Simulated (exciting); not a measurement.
**O K-edge absorption of KLuO2, all-electron BSE**

How far do the exchange and direct terms reshape the O K edge of KLuO2?

Main program and level: exciting sodium; X-ray absorption, core-level Bethe-Salpeter equation, exchange and statically screened direct term, Tamm-Dancoff, all-electron LAPW+lo LDA.

## (1) The starting structure

Symmetry: R-3m, No. 166, trigonal system. Conventional cell: a = 3.347 Å, b = 3.347 Å, c = 18.483 Å, α = 90.00°, β = 90.00°, γ = 120.00°. Nearest to Lu lie 6 O at 2.23 Å. Nearest to K lie 6 O at 2.75 Å. Nearest to O lie 3 Lu at 2.23 Å and 3 K at 2.75 Å. Farther neighbours and most contacts between anions are not listed.

Structure file:

```xyz
4
Lattice="1.6737 0.9663 6.1611 -1.6737 0.9663 6.1611 0.0000 -1.9327 6.1611" Properties=species:S:1:pos:R:3 pbc="T T T"
Lu    0.0000    0.0000    9.2416
K     0.0000    0.0000    0.0000
O     0.0000    0.0000   14.2813
O     0.0000    0.0000    4.2019
```

Differences between curves are given as r.m.s. difference over r.m.s. height.

## (2) The self-consistent potential

The species files are the program's own, with muffin-tin radii set in the input.

File input.xml:

```
<input>
  <title>KLuO2</title>
  <structure speciespath="." autormt="false" epslat="1.0e-5">
    <crystal>
      <basevect>3.1629158690 1.8261103285 11.6427010089</basevect>
      <basevect>-3.1629158690 1.8261103285 11.6427010089</basevect>
      <basevect>0.0000000000 -3.6522206568 11.6427010089</basevect>
    </crystal>
    <species speciesfile="Lu.xml" rmt="2.240">
      <atom coord="0.5000000000 0.5000000000 0.5000000000"/>
    </species>
    <species speciesfile="K.xml" rmt="2.464">
      <atom coord="0.0000000000 0.0000000000 0.0000000000"/>
    </species>
    <species speciesfile="O.xml" rmt="1.856">
      <atom coord="0.7726658200 0.7726658200 0.7726658200"/>
      <atom coord="0.2273341800 0.2273341800 0.2273341800"/>
    </species>
  </structure>
  <groundstate do="fromscratch" xctype="LDA_PW" ngridk="4 4 4" rgkmax="7" gmaxvr="14" nempty="8" swidth="0.001" maxscl="100" epsengy="1e-5"/>
</input>
```

On the command line:

```
OMP_NUM_THREADS=1 mpirun -n 4 exciting
```

Numbers of over 12 decimals in the logs are rounded to 6 here.

Output:

```text
EXCITING SODIUM started
********************************************************************************
* Ground-state run starting from atomic densities                              *
********************************************************************************
+ Starting initialization                                                      +
[... lattice and species ...]
 Spin treatment                             :    spin-unpolarised
 Number of Bravais lattice symmetries       :      12
[...]
+ Self-consistent loop stopped                                                 +
 STATE.OUT is written
********************************************************************************
* Groundstate module stopped                                                   *
********************************************************************************
 Total time spent (seconds)                 :        38.73
- CAUTION! Warnings have been written in file WARNING.OUT !                    -
| EXCITING SODIUM stopped                                                      =
[key lines of the parts left out:]
Total energy                               :    -15322.82040082
Fermi energy                               :         0.22963703
```

Elapsed: 40 s, on 4 MPI ranks of Arm Neoverse V2, shared host.

The warnings file holds hints only, no warning.

The mesh shows a gap of 3.54 eV. Core levels (Dirac, from the valence top):

| atom | level | energy (eV) |
| --- | --- | --- |
| O | 1s1/2 | -499.8 |

## (3) A richer basis for the empty states

Each species file gets more local orbitals, built from u and its energy derivative at 0.15 Ha and u at 0.9 Ha.

input.xml is that of step 2.

File SPECIES.xml, added lines:

```
<lo l="L">  <!-- L = 0, 1, 2, and 3 from Cs on -->
  <wf matchingOrder="0" trialEnergy="0.1500" searchE="false"/>
  <wf matchingOrder="1" trialEnergy="0.1500" searchE="false"/>
  <wf matchingOrder="0" trialEnergy="0.9000" searchE="false"/>
</lo>
```

On the command line:

```
OMP_NUM_THREADS=1 mpirun -n 4 exciting
```

Output:

```text
EXCITING SODIUM started
********************************************************************************
* Ground-state run starting from atomic densities                              *
********************************************************************************
+ Starting initialization                                                      +
[... lattice and species ...]
 Spin treatment                             :    spin-unpolarised
 Number of Bravais lattice symmetries       :      12
[...]
+ Self-consistent loop stopped                                                 +
 STATE.OUT is written
********************************************************************************
* Groundstate module stopped                                                   *
********************************************************************************
 Total time spent (seconds)                 :        42.33
- CAUTION! Warnings have been written in file WARNING.OUT !                    -
| EXCITING SODIUM stopped                                                      =
[key lines of the parts left out:]
Total energy                               :    -15322.82210709
Fermi energy                               :         0.22956276
```

The job ended after 44 s (4 MPI ranks).

Against the first ground state the total energy moves by -12 meV an atom and the gap by -0.03 eV.

## (4) Screening, kernels and BSE for O atom 3

The absorber has 3 Lu at 2.23 Å and 3 K at 2.75 Å (distorted octahedral, site symmetry 3m).

Changes to input.xml since step 3:

```diff
@@ -19,3 +19,20 @@
   </structure>
-  <groundstate do="fromscratch" xctype="LDA_PW" ngridk="4 4 4" rgkmax="7" gmaxvr="14" nempty="8" swidth="0.001" maxscl="100" epsengy="1e-5"/>
+  <groundstate do="skip" xctype="LDA_PW" ngridk="4 4 4" rgkmax="7" gmaxvr="14" nempty="8" swidth="0.001" maxscl="100" epsengy="1e-5"/>
+  <xs xstype="BSE" ngridk="3 3 3" ngridq="3 3 3" vkloff="0.097 0.273 0.493" rgkmax="7" nempty="36" gqmax="3" lmaxapwwf="5" lmaxemat="2" broad="0.01654" tevout="true">
+    <energywindow intv="18.053 19.670" points="439"/>
+    <screening screentype="full" nempty="56"/>
+    <BSE xas="true" xasspecies="3" xasatom="1" xasedge="K" bsetype="singlet" nstlxas="1 32"/>
+    <qpointset>
+      <qpoint>0 0 0</qpoint>
+    </qpointset>
+    <plan>
+      <doonly task="xsgeneigvec"/>
+      <doonly task="writepmatxs"/>
+      <doonly task="scrgeneigvec"/>
+      <doonly task="scrwritepmat"/>
+      <doonly task="screen"/>
+      <doonly task="scrcoulint"/>
+      <doonly task="exccoulint"/>
+    </plan>
+  </xs>
 </input>
```

File input.xml for the last start (plan only):

```
  <plan>
    <doonly task="bse"/>
  </plan>
```

On the command line:

```
OMP_NUM_THREADS=1 mpirun -n 4 exciting
OMP_NUM_THREADS=4 exciting
```

Output:

```text
| EXCITING SODIUM started for task xsgeneigvec ( 301)                          =
One-shot GS runs for BSE calculations
One-shot GS runs for k+qmt/2 grids
Info(xsgeneigvec): Generating eigenvectors for Q-point      1
Info(xsgeneigvec): Generation of eigenvectors finished
| EXCITING SODIUM started for task writepmatxs ( 320)                          =
Info(writepmatxs): Momentum matrix elements finished
| EXCITING SODIUM started for task scrgeneigvec ( 401)                         =
One-shot GS runs for BSE calculations
One-shot GS runs for k+qmt/2 grids
[...]
Info(setup_bse_block): Setting up RR part of hamiltonian
Info(setup_bse_block): Singlet spin state
Info(bse): Diagonalizing RR Hamiltonian (TDA)
Info(bse): Invoking Lapack routine ZHEEVR
      1728 eigen solutions found in the interval:
         i1=       1 i2=    1728
Info(bse): Writing excition energies and oscillator strengths to text file.
Info(makespectrum_dist): Making spectrum using formula for coupling with time reversed AR basis.
Info(makespectrum_dist): Using formalism for vanishing momentum transfer.
Info(writederived): Writing quantities derived from the macroscopic dielectric function.
Info(bselauncher): Spectrum finished for iqmt=  1
Info(bselauncher): All done for BSE type singlet
```

The job ended after 12 min (4 MPI ranks).

Wall time by task: xsgeneigvec 8.5 s, writepmatxs 4.4 s, scrgeneigvec 4.2 s, scrwritepmat 3.2 s, screen 3.8 min, scrcoulint 5.3 min, exccoulint 2.2 min, bse 3.9 s.

The O K spectrum of O atom 3 (energy from the Kohn–Sham onset, core level to the lowest empty state found on the meshes used, 503.25 eV; the ground-state mesh sets it, and the shifted mesh has its lowest transition 0.23 eV above it; Im ε scaled to the maximum of the singlet run; cut below the end of the band set):

| E (eV) | isotropic | ε ⊥ c | ε ∥ c |
| --- | --- | --- | --- |
| -5.5 | 0.02 | 0.02 | 0.02 |
| -5.0 | 0.02 | 0.02 | 0.02 |
| -4.5 | 0.03 | 0.02 | 0.03 |
| -4.0 | 0.03 | 0.03 | 0.03 |
| -3.5 | 0.04 | 0.04 | 0.04 |
| -3.0 | 0.05 | 0.05 | 0.06 |
| -2.5 | 0.07 | 0.06 | 0.09 |
| -2.0 | 0.11 | 0.09 | 0.15 |
| -1.5 | 0.21 | 0.16 | 0.32 |
| -1.0 | 0.47 | 0.31 | 0.78 |
| -0.5 | 0.73 | 0.67 | 0.85 |
| 0.0 | 1.00 | 1.13 | 0.74 |
| 0.5 | 0.96 | 1.13 | 0.62 |
| 1.0 | 0.81 | 0.89 | 0.65 |
| 1.5 | 0.60 | 0.57 | 0.66 |
| 2.0 | 0.51 | 0.43 | 0.68 |
| 2.5 | 0.45 | 0.39 | 0.58 |
| 3.0 | 0.39 | 0.34 | 0.49 |
| 3.5 | 0.40 | 0.35 | 0.49 |
| 4.0 | 0.45 | 0.44 | 0.46 |
| 4.5 | 0.56 | 0.62 | 0.43 |
| 5.0 | 0.69 | 0.77 | 0.55 |
| 5.5 | 0.69 | 0.70 | 0.67 |
| 6.0 | 0.61 | 0.65 | 0.52 |
| 6.5 | 0.45 | 0.50 | 0.33 |
| 7.0 | 0.34 | 0.38 | 0.27 |
| 7.5 | 0.30 | 0.31 | 0.28 |
| 8.0 | 0.33 | 0.34 | 0.31 |
| 8.5 | 0.30 | 0.33 | 0.23 |
| 9.0 | 0.25 | 0.27 | 0.19 |
| 9.5 | 0.19 | 0.21 | 0.17 |
| 10.0 | 0.16 | 0.15 | 0.17 |
| 10.5 | 0.15 | 0.13 | 0.18 |
| 11.0 | 0.15 | 0.13 | 0.19 |
| 11.5 | 0.15 | 0.13 | 0.20 |
| 12.0 | 0.16 | 0.13 | 0.22 |
| 12.5 | 0.17 | 0.14 | 0.22 |
| 13.0 | 0.18 | 0.16 | 0.22 |
| 13.5 | 0.18 | 0.18 | 0.19 |
| 14.0 | 0.14 | 0.14 | 0.14 |
| 14.5 | 0.10 | 0.10 | 0.11 |
| 15.0 | 0.10 | 0.09 | 0.10 |
| 15.5 | 0.10 | 0.10 | 0.10 |
| 16.0 | 0.12 | 0.12 | 0.13 |
| 16.5 | 0.15 | 0.13 | 0.18 |
| 17.0 | 0.18 | 0.17 | 0.20 |
| 17.5 | 0.21 | 0.22 | 0.20 |
| 18.0 | 0.21 | 0.20 | 0.21 |
| 18.5 | 0.18 | 0.16 | 0.21 |
| 19.0 | 0.17 | 0.15 | 0.20 |
| 19.5 | 0.18 | 0.18 | 0.18 |
| 20.0 | 0.19 | 0.20 | 0.17 |
| 20.5 | 0.19 | 0.20 | 0.17 |
| 21.0 | 0.19 | 0.19 | 0.18 |
| 21.5 | 0.19 | 0.20 | 0.16 |
| 22.0 | 0.20 | 0.22 | 0.14 |
| 22.5 | 0.20 | 0.23 | 0.13 |
| 23.0 | 0.19 | 0.21 | 0.14 |
| 23.5 | 0.18 | 0.20 | 0.14 |
| 24.0 | 0.17 | 0.20 | 0.11 |

Maxima (height): 0.0 eV (1.00), 5.0 eV (0.70), 8.0 eV (0.33), 13.4 eV (0.19), 17.7 eV (0.22) and 22.3 eV (0.20).

The Hamiltonian has 1728 rows. The lowest groups of eigenvalues and the brightest ones, on the scale above (the program counts from the shifted mesh's onset, 0.23 eV higher). Core spinors bring spin-forbidden partners, so dark means forbidden by spin or by symmetry, and the shifted mesh splits states that symmetry would keep together:

| energy (eV) | states within 10 meV | relative strength |
| --- | --- | --- |
| -0.945 | 1 | dark |
| -0.929 | 1 | 0.54 |
| -0.817 | 2 | 0.13 |
| -0.584 | 2 | 0.26 |
| -0.385 | 2 | 0.083 |
| -0.230 | 1 | dark |
| -0.205 | 1 | 1.00 |
| -0.043 | 2 | 0.32 |
| 0.184 | 1 | 0.52 |
| 0.504 | 2 | 0.38 |
| 0.854 | 1 | 0.25 |

## (5) Independent particles

Changes to input.xml since step 4:

```diff
@@ -23,3 +23,3 @@
     <screening screentype="full" nempty="56"/>
-    <BSE xas="true" xasspecies="3" xasatom="1" xasedge="K" bsetype="singlet" nstlxas="1 32"/>
+    <BSE xas="true" xasspecies="3" xasatom="1" xasedge="K" bsetype="IP" nstlxas="1 32"/>
     <qpointset>
@@ -28,9 +28,3 @@
     <plan>
-      <doonly task="xsgeneigvec"/>
-      <doonly task="writepmatxs"/>
-      <doonly task="scrgeneigvec"/>
-      <doonly task="scrwritepmat"/>
-      <doonly task="screen"/>
-      <doonly task="scrcoulint"/>
-      <doonly task="exccoulint"/>
+      <doonly task="bse"/>
     </plan>
```

On the command line:

```
OMP_NUM_THREADS=4 exciting
```

Output:

```text
| EXCITING SODIUM started for task bse ( 445)                                  =
Info(bselauncher): Init time:    1.358533
Info(bselauncher): Setting up and diagonalizing BSE Hamiltonian.
Info(bselauncher): Using momentum transfer vectors from list :   1 to  1
Info(bselauncher): Distributing qmt-points over   1 processes.
Info(bselauncher): BSE type: IP
Info(bselauncher): Momentum transfer list index: iqmt=  1
Info(bselauncher): Momentum transfer: vqmtl=   0.000   0.000   0.000
Info(bse): Inspecting occupations...
Info(setranges_modxs): Number of non-reduced k-points:       27
[...]
highest unoccupied state:  55
  Opening gap with a scissor of:      0.000/H      0.000/eV
Info(select_transitions): Number of participating transitions:    1728
Info(bse): Selecting transitions...
Info(bse):bsegap (eV):   503.478907
Info(bse): IP requested, nothing much to do
Info(bse): Writing excition energies and oscillator strengths to text file.
Info(makespectrum_dist): Making spectrum using formula for coupling with time reversed AR basis.
Info(makespectrum_dist): Using formalism for vanishing momentum transfer.
Info(writederived): Writing quantities derived from the macroscopic dielectric function.
Info(bselauncher): Spectrum finished for iqmt=  1
Info(bselauncher): All done for BSE type IP
```

Run time: 3 s. Hardware: 4 threads.

Maxima (height): 2.8 eV (0.57), 8.1 eV (0.80), 10.0 eV (0.50), 14.4 eV (0.24) and 19.2 eV (0.23). The spectrum differs from the singlet run by 72 % r.m.s. Moving the earlier curve by +2.9 eV leaves 32 %. The highest maximum lies at 8.1 eV (0.80), against 0.0 eV (1.00).

## (6) Exchange alone

Changes to input.xml since step 5:

```diff
@@ -23,3 +23,3 @@
     <screening screentype="full" nempty="56"/>
-    <BSE xas="true" xasspecies="3" xasatom="1" xasedge="K" bsetype="IP" nstlxas="1 32"/>
+    <BSE xas="true" xasspecies="3" xasatom="1" xasedge="K" bsetype="RPA" nstlxas="1 32"/>
     <qpointset>
```

On the command line:

```
OMP_NUM_THREADS=4 exciting
```

Output:

```text
| EXCITING SODIUM started for task bse ( 445)                                  =
Info(bselauncher): Init time:    1.360953
Info(bselauncher): Setting up and diagonalizing BSE Hamiltonian.
Info(bselauncher): Using momentum transfer vectors from list :   1 to  1
Info(bselauncher): Distributing qmt-points over   1 processes.
Info(bselauncher): BSE type: RPA
Info(bselauncher): Momentum transfer list index: iqmt=  1
Info(bselauncher): Momentum transfer: vqmtl=   0.000   0.000   0.000
Info(bse): Inspecting occupations...
Info(setranges_modxs): Number of non-reduced k-points:       27
[...]
Info(setup_bse_block): Setting up RR part of hamiltonian
Info(setup_bse_block): Using RPA approximation
Info(bse): Diagonalizing RR Hamiltonian (TDA)
Info(bse): Invoking Lapack routine ZHEEVR
      1728 eigen solutions found in the interval:
         i1=       1 i2=    1728
Info(bse): Writing excition energies and oscillator strengths to text file.
Info(makespectrum_dist): Making spectrum using formula for coupling with time reversed AR basis.
Info(makespectrum_dist): Using formalism for vanishing momentum transfer.
Info(writederived): Writing quantities derived from the macroscopic dielectric function.
Info(bselauncher): Spectrum finished for iqmt=  1
Info(bselauncher): All done for BSE type RPA
```

It took 4.5 s on 4 threads.

Maxima (height): 2.8 eV (0.54), 8.1 eV (0.79), 10.0 eV (0.51), 14.4 eV (0.25) and 19.2 eV (0.23). Against the independent-particle run the r.m.s. difference is 3 %.

## (7) Broadening

Changed against the first singlet run: half width (eV) from 0.45 to 1.35.

Changes to input.xml since step 6:

```diff
@@ -20,6 +20,6 @@
   <groundstate do="skip" xctype="LDA_PW" ngridk="4 4 4" rgkmax="7" gmaxvr="14" nempty="8" swidth="0.001" maxscl="100" epsengy="1e-5"/>
-  <xs xstype="BSE" ngridk="3 3 3" ngridq="3 3 3" vkloff="0.097 0.273 0.493" rgkmax="7" nempty="36" gqmax="3" lmaxapwwf="5" lmaxemat="2" broad="0.01654" tevout="true">
+  <xs xstype="BSE" ngridk="3 3 3" ngridq="3 3 3" vkloff="0.097 0.273 0.493" rgkmax="7" nempty="36" gqmax="3" lmaxapwwf="5" lmaxemat="2" broad="0.04961" tevout="true">
     <energywindow intv="18.053 19.670" points="439"/>
     <screening screentype="full" nempty="56"/>
-    <BSE xas="true" xasspecies="3" xasatom="1" xasedge="K" bsetype="RPA" nstlxas="1 32"/>
+    <BSE xas="true" xasspecies="3" xasatom="1" xasedge="K" bsetype="singlet" nstlxas="1 32"/>
     <qpointset>
```

On the command line:

```
OMP_NUM_THREADS=4 exciting
```

Output:

```text
| EXCITING SODIUM started for task bse ( 445)                                  =
Info(bselauncher): Init time:    1.363301
Info(bselauncher): Setting up and diagonalizing BSE Hamiltonian.
Info(bselauncher): Using momentum transfer vectors from list :   1 to  1
Info(bselauncher): Distributing qmt-points over   1 processes.
Info(bselauncher): BSE type: singlet
Info(bselauncher): Momentum transfer list index: iqmt=  1
Info(bselauncher): Momentum transfer: vqmtl=   0.000   0.000   0.000
Info(bse): Inspecting occupations...
[...]
Info(setup_bse_block): Setting up RR part of hamiltonian
Info(setup_bse_block): Singlet spin state
Info(bse): Diagonalizing RR Hamiltonian (TDA)
Info(bse): Invoking Lapack routine ZHEEVR
      1728 eigen solutions found in the interval:
         i1=       1 i2=    1728
Info(bse): Writing excition energies and oscillator strengths to text file.
Info(makespectrum_dist): Making spectrum using formula for coupling with time reversed AR basis.
Info(makespectrum_dist): Using formalism for vanishing momentum transfer.
Info(writederived): Writing quantities derived from the macroscopic dielectric function.
Info(bselauncher): Spectrum finished for iqmt=  1
Info(bselauncher): All done for BSE type singlet
```

Elapsed: 4.5 s, on 4 threads.

Against the singlet run the r.m.s. difference is 26 %. The highest maximum lies at 0.4 eV (0.63), against 0.0 eV (1.00). Only the width of each line changes; the area stays. A table step wider than the lines misses their tops.

| E (eV) | first run | this run |
| --- | --- | --- |
| -11.0 | 0.01 | 0.02 |
| -10.0 | 0.01 | 0.02 |
| -9.0 | 0.01 | 0.02 |
| -8.0 | 0.01 | 0.03 |
| -7.0 | 0.01 | 0.03 |
| -6.0 | 0.02 | 0.04 |
| -5.0 | 0.02 | 0.06 |
| -4.0 | 0.03 | 0.09 |
| -3.0 | 0.05 | 0.13 |
| -2.0 | 0.11 | 0.23 |
| -1.0 | 0.47 | 0.42 |
| 0.0 | 1.00 | 0.61 |
| 1.0 | 0.81 | 0.61 |
| 2.0 | 0.51 | 0.51 |
| 3.0 | 0.39 | 0.45 |
| 4.0 | 0.45 | 0.46 |
| 5.0 | 0.69 | 0.51 |
| 6.0 | 0.61 | 0.47 |
| 7.0 | 0.34 | 0.37 |
| 8.0 | 0.33 | 0.31 |
| 9.0 | 0.25 | 0.25 |
| 10.0 | 0.16 | 0.20 |
| 11.0 | 0.15 | 0.18 |
| 12.0 | 0.16 | 0.17 |
| 13.0 | 0.18 | 0.17 |
| 14.0 | 0.14 | 0.15 |
| 15.0 | 0.10 | 0.14 |
| 16.0 | 0.12 | 0.14 |
| 17.0 | 0.18 | 0.17 |
| 18.0 | 0.21 | 0.18 |
| 19.0 | 0.17 | 0.17 |
| 20.0 | 0.19 | 0.18 |
| 21.0 | 0.19 | 0.18 |
| 22.0 | 0.20 | 0.18 |
| 23.0 | 0.19 | 0.17 |
| 24.0 | 0.17 | 0.16 |

(Continued in part 2 of 2.)

[Banner, clock and machine lines of the logs are left out without a mark of their own.]

[Logs are printed without paths, hosts, clocks, repeated set-up lines and the standing remarks that a program may print on its own settings, such as how far it seeks lower states.]

[Hosts, paths, dates, database ids (printed as entryN), source tags and the programs' standing remarks are cut or masked in the printed files.]
